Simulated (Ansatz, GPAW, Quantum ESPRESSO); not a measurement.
# TiSi2: valence-band photoemission, part 5 of 7

What would valence photoemission of TiSi2 look like, and what sets its shape?

Ansatz 0.2.0, Quantum ESPRESSO 7.5 and GPAW 26.7.0; DFT, LDA, plane-wave PAW, default files, scalar-relativistic (the session's first sound run).

So far. Step 2 (The base run): At this lattice the functional leaves a pressure of -5.4 GPa, which narrows the bands against the functional's own equilibrium. At the Fermi level the DOS is 1.36 states/eV a cell, and on the broadened curves Ti 3d holds 73 % of the total there. Step 3 (The same cell in Quantum ESPRESSO): The run ends at a pressure of -5.35 GPa, with forces up to 0.096 eV/Å.

## (6) Quantum ESPRESSO: bands

Level of this step: DFT, LDA, plane waves, ultrasoft GBRV pseudopotentials, scalar-relativistic (Quantum ESPRESSO).

The bands are solved at chosen points on the fixed potential.

File bands.in:

```
&control
  calculation = 'bands'
  prefix = 'pes'
  outdir = './tmp'
  pseudo_dir = './pp'
  verbosity = 'high'
/
&system
  ibrav = 0
  nat = 6
  ntyp = 2
  ecutwfc = 40.0
  ecutrho = 200.0
  occupations = 'smearing'
  nbnd = 36
  smearing = 'fd'
  degauss = 0.00367
/
&electrons
  conv_thr = 6e-09
  mixing_beta = 0.5
  electron_maxstep = 120
  diago_full_acc = .true.
/
ATOMIC_SPECIES
Ti 47.8670 ti_lda_v1.4.uspp.F.UPF
Si 28.0850 si_lda_v1.uspp.F.UPF
CELL_PARAMETERS angstrom
 1.765105025 -6.759281535 0.000000000
 1.765105025 6.759281535 0.000000000
 0.000000000 0.000000000 3.565173970
ATOMIC_POSITIONS crystal
Ti 0.103118080 0.896881920 0.250000000
Ti 0.896881920 0.103118080 0.750000000
Si 0.750314820 0.249685180 0.250000000
Si 0.249685180 0.750314820 0.750000000
Si 0.441748550 0.558251450 0.250000000
Si 0.558251450 0.441748550 0.750000000
K_POINTS crystal
94
 0.00000000 0.00000000 0.00000000 1
 -0.05000000 0.05000000 0.00000000 1
 -0.10000000 0.10000000 0.00000000 1
 -0.15000000 0.15000000 0.00000000 1
 -0.20000000 0.20000000 0.00000000 1
 -0.25000000 0.25000000 0.00000000 1
 ! [... 86 more points ...]
 0.00000000 0.50000000 0.45000000 1
 0.00000000 0.50000000 0.50000000 1
```

Launch:

```bash
$ OMP_NUM_THREADS=1 mpirun -n 4 pw.x -nk 4 -in bands.in > bands.out
```

The program printed:

```text
[banner, memory and clock lines left out]
Program PWSCF v.7.5 starts

          URL

     Atomic positions and unit cell read from directory:
     ./tmp/pes.save/

     Message from routine setup:
     using ibrav=0 with symmetry is DISCOURAGED, use correct ibrav instead

     G-vector sticks info

     bravais-lattice index     =            0
     lattice parameter (alat)  =      13.2015  a.u.
     unit-cell volume          =     574.0879 (a.u.)^3
     number of atoms/cell      =            6
     number of atomic types    =            2
     number of electrons       =        40.00
     number of Kohn-Sham states=           36
     kinetic-energy cutoff     =      40.0000  Ry
     charge density cutoff     =     200.0000  Ry
     Exchange-correlation= SLA  PZ   NOGX NOGC
                           (   1   1   0   0   0   0   0)

     celldm(1)=  13.201530  celldm(2)=   0.000000  celldm(3)=   0.000000
     celldm(4)=   0.000000  celldm(5)=   0.000000  celldm(6)=   0.000000

     crystal axes: (cart. coord. in units of alat)
               a(1) = (   0.252665  -0.967554   0.000000 )
               a(2) = (   0.252665   0.967554   0.000000 )
               a(3) = (   0.000000   0.000000   0.510335 )

     reciprocal axes: (cart. coord. in units 2 pi/alat)
               b(1) = (  1.978905 -0.516767  0.000000 )
               b(2) = (  1.978905  0.516767 -0.000000 )
               b(3) = ( -0.000000  0.000000  1.959497 )

     PseudoPot. # 1 for Ti read from file:
     ./pp/ti_lda_v1.4.uspp.F.UPF
     Pseudo is Ultrasoft + core correction, Zval = 12.0
     Generated by new atomic code, or converted to UPF format
     Using radial grid of  851 points,  6 beta functions with:
                l(1) =   0
                l(2) =   0
                l(3) =   1
                l(4) =   1
                l(5) =   2
                l(6) =   2
     Q(r) pseudized with  6 coefficients,  rinner =    1.000   1.000   1.000
                                                       1.000   1.000

     PseudoPot. # 2 for Si read from file:
     ./pp/si_lda_v1.uspp.F.UPF
     Pseudo is Ultrasoft + core correction, Zval =  4.0
     Generated by new atomic code, or converted to UPF format
     Using radial grid of  899 points,  6 beta functions with:
                l(1) =   0
                l(2) =   0
                l(3) =   1
                l(4) =   1
                l(5) =   2
                l(6) =   2
     Q(r) pseudized with  8 coefficients,  rinner =    0.900   0.900   0.900
                                                       0.900   0.900

     atomic species   valence    mass     pseudopotential
     Ti               12.00    47.86700     Ti( 1.00)
     Si                4.00    28.08500     Si( 1.00)

      8 Sym. Ops., with inversion, found ( 4 have fractional translation)

                                    s                        frac. trans.

      isym =  1     identity

 cryst.   s( 1) = (     1          0          0      )
                  (     0          1          0      )
                  (     0          0          1      )

 cart.    s( 1) = (  1.0000000 -0.0000000  0.0000000 )
                  ( -0.0000000  1.0000000  0.0000000 )
                  (  0.0000000  0.0000000  1.0000000 )

      isym =  2     180 deg rotation - cart. axis [0,0,1]

 cryst.   s( 2) = (    -1          0          0      )    f =(  0.0000000 )
                  (     0         -1          0      )       (  0.0000000 )
                  (     0          0          1      )       ( -0.5000000 )

 cart.    s( 2) = ( -1.0000000  0.0000000  0.0000000 )    f =(  0.0000000 )
                  (  0.0000000 -1.0000000  0.0000000 )       (  0.0000000 )
                  (  0.0000000  0.0000000  1.0000000 )       ( -0.2551675 )

      isym =  3     180 deg rotation - cart. axis [0,1,0]

 cryst.   s( 3) = (     0         -1          0      )    f =(  0.0000000 )
                  (    -1          0          0      )       (  0.0000000 )
                  (     0          0         -1      )       (  0.5000000 )

 cart.    s( 3) = ( -1.0000000 -0.0000000  0.0000000 )    f =(  0.0000000 )
                  (  0.0000000  1.0000000  0.0000000 )       (  0.0000000 )
                  (  0.0000000  0.0000000 -1.0000000 )       (  0.2551675 )

      isym =  4     180 deg rotation - cart. axis [1,0,0]

 cryst.   s( 4) = (     0          1          0      )
                  (     1          0          0      )
                  (     0          0         -1      )

 cart.    s( 4) = (  1.0000000  0.0000000  0.0000000 )
                  ( -0.0000000 -1.0000000  0.0000000 )
                  (  0.0000000  0.0000000 -1.0000000 )

      isym =  5     inversion

 cryst.   s( 5) = (    -1          0          0      )
                  (     0         -1          0      )
                  (     0          0         -1      )

 cart.    s( 5) = ( -1.0000000  0.0000000  0.0000000 )
                  (  0.0000000 -1.0000000  0.0000000 )
                  (  0.0000000  0.0000000 -1.0000000 )

      isym =  6     inv. 180 deg rotation - cart. axis [0,0,1]

 cryst.   s( 6) = (     1          0          0      )    f =(  0.0000000 )
                  (     0          1          0      )       (  0.0000000 )
                  (     0          0         -1      )       (  0.5000000 )

 cart.    s( 6) = (  1.0000000 -0.0000000  0.0000000 )    f =(  0.0000000 )
                  ( -0.0000000  1.0000000  0.0000000 )       (  0.0000000 )
                  (  0.0000000  0.0000000 -1.0000000 )       (  0.2551675 )

      isym =  7     inv. 180 deg rotation - cart. axis [0,1,0]

 cryst.   s( 7) = (     0          1          0      )    f =(  0.0000000 )
                  (     1          0          0      )       (  0.0000000 )
                  (     0          0          1      )       ( -0.5000000 )

 cart.    s( 7) = (  1.0000000  0.0000000  0.0000000 )    f =(  0.0000000 )
                  ( -0.0000000 -1.0000000  0.0000000 )       (  0.0000000 )
                  (  0.0000000  0.0000000  1.0000000 )       ( -0.2551675 )

      isym =  8     inv. 180 deg rotation - cart. axis [1,0,0]

 cryst.   s( 8) = (     0         -1          0      )
                  (    -1          0          0      )
                  (     0          0          1      )

 cart.    s( 8) = ( -1.0000000 -0.0000000  0.0000000 )
                  (  0.0000000  1.0000000  0.0000000 )
                  (  0.0000000  0.0000000  1.0000000 )

   Cartesian axes

     site n.     atom                  positions (alat units)
         1        Ti     tau(   1) = (   0.2526650   0.7680092   0.1275837  )
         2        Ti     tau(   2) = (   0.2526650  -0.7680092   0.3827512  )
[...]
Computing kpt #:     4  of    24 on this pool

     Computing kpt #:     5  of    24 on this pool

     Computing kpt #:     6  of    24 on this pool

     Computing kpt #:     7  of    24 on this pool

     Computing kpt #:     8  of    24 on this pool

     Computing kpt #:     9  of    24 on this pool

     Computing kpt #:    10  of    24 on this pool

     Computing kpt #:    11  of    24 on this pool

     Computing kpt #:    12  of    24 on this pool

     Computing kpt #:    13  of    24 on this pool

     Computing kpt #:    14  of    24 on this pool

     Computing kpt #:    15  of    24 on this pool

     Computing kpt #:    16  of    24 on this pool

     Computing kpt #:    17  of    24 on this pool

     Computing kpt #:    18  of    24 on this pool

     Computing kpt #:    19  of    24 on this pool

     Computing kpt #:    20  of    24 on this pool

     Computing kpt #:    21  of    24 on this pool

     Computing kpt #:    22  of    24 on this pool

     Computing kpt #:    23  of    24 on this pool

     Computing kpt #:    24  of    24 on this pool

     ethr =  1.50E-11,  avg # of iterations = 47.3

     End of band structure calculation

          k = 0.0000 0.0000 0.0000 (  2463 PWs)   bands (ev):

   -43.5404 -43.5305 -20.2066 -20.1651 -20.1555 -20.1517 -20.1281 -20.1150
    -0.3487   1.8577   4.1892   9.2692   9.6098   9.7931  10.1209  10.1430
    10.5213  10.6116  10.6145  13.1416  13.3560  13.4927  13.5557  14.0641
    14.1063  14.7720  15.3196  15.5941  15.7880  16.5946  16.6370  17.2282
    17.9323  19.0886  20.4396  20.9073

          k =-0.0000 0.0517 0.0000 (  2463 PWs)   bands (ev):

   -43.5404 -43.5305 -20.2065 -20.1651 -20.1555 -20.1517 -20.1281 -20.1151
    -0.3412   1.8274   4.2301   9.2720   9.6110   9.7921   9.9979  10.1201
    10.4919  10.6154  10.7538  13.1393  13.3459  13.4954  13.5529  14.0299
    14.1414  14.8052  15.2736  15.6289  15.8510  16.5915  16.6391  17.1724
    17.9662  19.0940  20.4590  20.9054

          k =-0.0000 0.1034 0.0000 (  2457 PWs)   bands (ev):

   -43.5404 -43.5305 -20.2060 -20.1652 -20.1554 -20.1516 -20.1282 -20.1156
    -0.3190   1.7429   4.3466   9.2776   9.6143   9.7187   9.7890  10.1179
    10.4595  10.6262  10.9638  13.1327  13.3222  13.5031  13.5445  13.9440
    14.2431  14.8877  15.1783  15.7268  15.9968  16.5800  16.6461  17.0357
    18.0447  19.1080  20.5165  20.9000

          k = 0.0000 0.1550 0.0000 (  2462 PWs)   bands (ev):

   -43.5404 -43.5305 -20.2054 -20.1652 -20.1554 -20.1516 -20.1282 -20.1163
    -0.2823   1.6184   4.5240   9.2498   9.4401   9.6196   9.7843  10.1143
    10.4184  10.6432  11.1539  13.1231  13.3010  13.5146  13.5312  13.8343
    14.4016  14.9905  15.0782  15.8685  16.1789  16.5458  16.6592  16.8791
    18.1370  19.1240  20.6099  20.8915

          k =-0.0000 0.2067 0.0000 (  2454 PWs)   bands (ev):

[...]
18.2310  19.1337  20.7354  20.8809

          k = 0.0000 0.2584 0.0000 (  2454 PWs)   bands (ev):

[...]
18.3259  19.1294  20.7686  20.8691

          k = 0.0000 0.3101 0.0000 (  2456 PWs)   bands (ev):

[...]
18.4241  19.1063  20.5098  20.6019

          k = 0.0000 0.3617 0.0000 (  2464 PWs)   bands (ev):

[...]
18.5294  19.0629  20.1719  20.2708

          k =-0.0000 0.4134 0.0000 (  2470 PWs)   bands (ev):

[...]
18.6454  19.0039  19.7702  20.0736

          k =-0.0000 0.4651 0.0000 (  2470 PWs)   bands (ev):

[...]
18.7722  18.9436  19.4343  19.9415

          k = 0.0000 0.5168 0.0000 (  2468 PWs)   bands (ev):

[...]
18.8592  18.9106  19.2718  19.8945

          k = 0.0922 0.5168 0.0000 (  2476 PWs)   bands (ev):

[...]
18.7933  19.0538  19.3381  19.6126

          k = 0.1844 0.5168 0.0000 (  2462 PWs)   bands (ev):

[...]
18.6028  19.0198  19.4513  19.5280

          k = 0.2766 0.5168 0.0000 (  2474 PWs)   bands (ev):

[...]
18.3301  18.3924  19.8093  20.0319

          k = 0.3688 0.5168 0.0000 (  2462 PWs)   bands (ev):

[...]
18.1231  18.1598  19.7499  19.7523

          k = 0.4610 0.5168 0.0000 (  2454 PWs)   bands (ev):

[...]
18.5612  18.8978  19.2749  19.3981

          k = 0.5532 0.5168 0.0000 (  2464 PWs)   bands (ev):

[...]
k = 0.6454 0.5168 0.0000 (  2469 PWs)   bands (ev):

[...]
k = 0.7376 0.5168 0.0000 (  2461 PWs)   bands (ev):

[...]
k = 0.8298 0.5168 0.0000 (  2445 PWs)   bands (ev):

[...]
k = 0.9220 0.5168 0.0000 (  2437 PWs)   bands (ev):

[...]
k = 1.0569-0.0000 0.0000 (  2437 PWs)   bands (ev):

[...]
k = 0.9512-0.0000 0.0000 (  2433 PWs)   bands (ev):

[...]
k = 0.8455-0.0000 0.0000 (  2429 PWs)   bands (ev):

[...]
k = 0.7398-0.0000 0.0000 (  2437 PWs)   bands (ev):

[...]
k = 0.6342-0.0000 0.0000 (  2449 PWs)   bands (ev):

[...]
k = 0.5285-0.0000 0.0000 (  2443 PWs)   bands (ev):

[...]
k = 0.4228-0.0000 0.0000 (  2457 PWs)   bands (ev):

[...]
k = 0.3171-0.0000 0.0000 (  2451 PWs)   bands (ev):

[...]
k = 0.2114-0.0000 0.0000 (  2443 PWs)   bands (ev):

[...]
k = 0.1057-0.0000 0.0000 (  2449 PWs)   bands (ev):

[...]
k = 0.1057-0.0000 0.9797 (  2434 PWs)   bands (ev):

[...]
k = 0.2114-0.0000 0.9797 (  2458 PWs)   bands (ev):

[...]
k = 0.3171-0.0000 0.9797 (  2458 PWs)   bands (ev):

[...]
k = 0.4228-0.0000 0.9797 (  2458 PWs)   bands (ev):

[...]
k = 0.5285-0.0000 0.9797 (  2450 PWs)   bands (ev):

[...]
k = 0.6342-0.0000 0.9797 (  2454 PWs)   bands (ev):

[...]
k = 0.7398-0.0000 0.9797 (  2458 PWs)   bands (ev):

[...]
k = 0.8455-0.0000 0.9797 (  2466 PWs)   bands (ev):

[...]
k = 0.9512-0.0000 0.9797 (  2458 PWs)   bands (ev):

[...]
k = 1.0569-0.0000 0.9797 (  2458 PWs)   bands (ev):

[...]
18.8592  18.9106  19.2718  19.8945

          k = 0.0000 0.0000 0.0000 (  2463 PWs)   bands (ev):

[...]
17.9323  19.0886  20.4396  20.9073

          k = 0.0989 0.0258 0.0000 (  2455 PWs)   bands (ev):

[...]
17.9618  19.1549  20.1366  20.2293

          k = 0.1979 0.0517 0.0000 (  2447 PWs)   bands (ev):

[...]
18.0152  19.2341  19.3702  19.8610

          k = 0.2968 0.0775 0.0000 (  2449 PWs)   bands (ev):

[...]
18.0460  18.5686  19.0276  20.1530

          k = 0.3958 0.1034 0.0000 (  2459 PWs)   bands (ev):

[...]
17.9734  18.2713  18.8556  20.7019

          k = 0.4947 0.1292 0.0000 (  2451 PWs)   bands (ev):

[...]
10.2513  11.2664  11.4962  12.1640  13.1932  13.4507  13.5710  13.9620
    14.2119  14.9796  15.4230  15.7071  16.7234  17.2496  17.3857  17.6706
    18.0144  18.5964  19.1014  20.9781

          k = 0.5937 0.1550 0.0000 (  2438 PWs)   bands (ev):

   -43.5373 -43.5276 -20.2173 -20.1992 -20.1966 -20.1505 -20.1240 -20.1121
     0.7280   2.2208   5.1377   5.8513   7.7567   9.6170   9.7019  10.2584
    10.4380  11.3286  11.5618  11.9438  13.0766  13.3087  13.6586  14.1467
    14.3590  14.9240  15.3394  15.6176  16.8167  16.8662  17.0711  18.0113
    18.2942  18.6437  19.8739  20.8845

          k = 0.6926 0.1809 0.0000 (  2441 PWs)   bands (ev):

   -43.5366 -43.5270 -20.2282 -20.2088 -20.1950 -20.1494 -20.1231 -20.1115
     1.0812   2.3490   4.6921   5.9575   7.4388   9.3732   9.5374  10.2416
[... further rows ...]
```

Run time: 39 s. Hardware: 4 MPI ranks of Intel Xeon at 2.60GHz (Ice Lake), shared host; 2.6 min of CPU time.

Electronic bands along the path, in eV, zero at the Fermi level; # counts the bands kept:

| point | #9 | #10 | #11 | #12 | #13 | #14 | #15 | #16 |
| --- | --- | --- | --- | --- | --- | --- | --- | --- |
| Γ | -2.14 | -2.05 | -2.04 | 0.48 | 0.70 | 0.83 | 0.90 | 1.41 |
| halfway | -2.34 | -1.97 | -1.25 | 0.44 | 0.68 | 0.83 | 0.88 | 0.95 |
| Y | -2.51 | -1.89 | -1.17 | 0.41 | 0.66 | 0.77 | 0.93 | 1.10 |
| halfway | -2.58 | -1.51 | -0.38 | -0.17 | -0.02 | 0.31 | 1.01 | 1.82 |
| C0 | -1.70 | -1.11 | -0.77 | -0.72 | -0.21 | 1.16 | 1.44 | 1.53 |
| jump to Σ0 | -1.70 | -1.11 | -0.77 | -0.72 | -0.21 | 1.16 | 1.44 | 1.53 |
| halfway | -2.30 | -1.59 | -1.27 | -0.63 | 0.67 | 0.77 | 1.09 | 1.14 |
| Γ | -2.14 | -2.05 | -2.04 | 0.48 | 0.70 | 0.83 | 0.90 | 1.41 |
| halfway | -1.88 | -1.81 | -0.49 | -0.37 | 0.24 | 0.36 | 1.38 | 1.78 |
| Z | -1.62 | -1.62 | -0.02 | -0.02 | 0.85 | 0.85 | 1.51 | 1.51 |
| halfway | -2.94 | -2.94 | -1.43 | -1.43 | 0.59 | 0.59 | 1.74 | 1.74 |
| A0 | -3.30 | -3.30 | -2.32 | -2.32 | 1.78 | 1.78 | 1.85 | 1.85 |
| jump to E0 | -3.30 | -3.30 | -2.32 | -2.32 | 1.78 | 1.78 | 1.85 | 1.85 |
| halfway | -3.02 | -3.02 | -2.32 | -2.32 | 1.69 | 1.69 | 1.81 | 1.81 |
| T | -2.01 | -2.01 | -0.85 | -0.85 | 0.47 | 0.47 | 1.64 | 1.64 |
| halfway | -2.05 | -1.74 | -1.00 | -0.30 | 0.51 | 0.70 | 0.96 | 1.41 |
| Y | -2.51 | -1.89 | -1.17 | 0.41 | 0.66 | 0.77 | 0.93 | 1.10 |
| jump to Γ | -2.14 | -2.05 | -2.04 | 0.48 | 0.70 | 0.83 | 0.90 | 1.41 |
| halfway | -2.41 | -1.39 | -1.16 | -0.49 | 0.53 | 0.79 | 0.91 | 1.30 |
| S | -1.64 | -1.43 | -0.66 | -0.55 | -0.53 | 1.18 | 1.48 | 1.63 |
| halfway | -3.51 | -2.68 | -1.73 | -1.65 | 0.84 | 1.16 | 1.65 | 1.87 |
| R | -3.16 | -3.16 | -2.40 | -2.40 | 1.74 | 1.74 | 1.84 | 1.84 |

Of the bands kept, 2 cross the Fermi level on this path.

[end of part 5 of 7]

[Logs are printed without paths, hosts, clocks, repeated set-up lines and the standing remarks that a program may print on its own settings, such as how far it seeks lower states.]

[Hosts, paths, dates, database ids (printed as entryN), source tags and the programs' standing remarks are cut or masked in the printed files.]

[Maps of the electrostatic potential energy from Ansatz leave out the sawtooth potential of an applied field or a dipole correction, so their vacuum need not be flat; work functions include it.]

[Peak lists hold at most the 14 tallest peaks of each spectrum; further lines can be left out.]
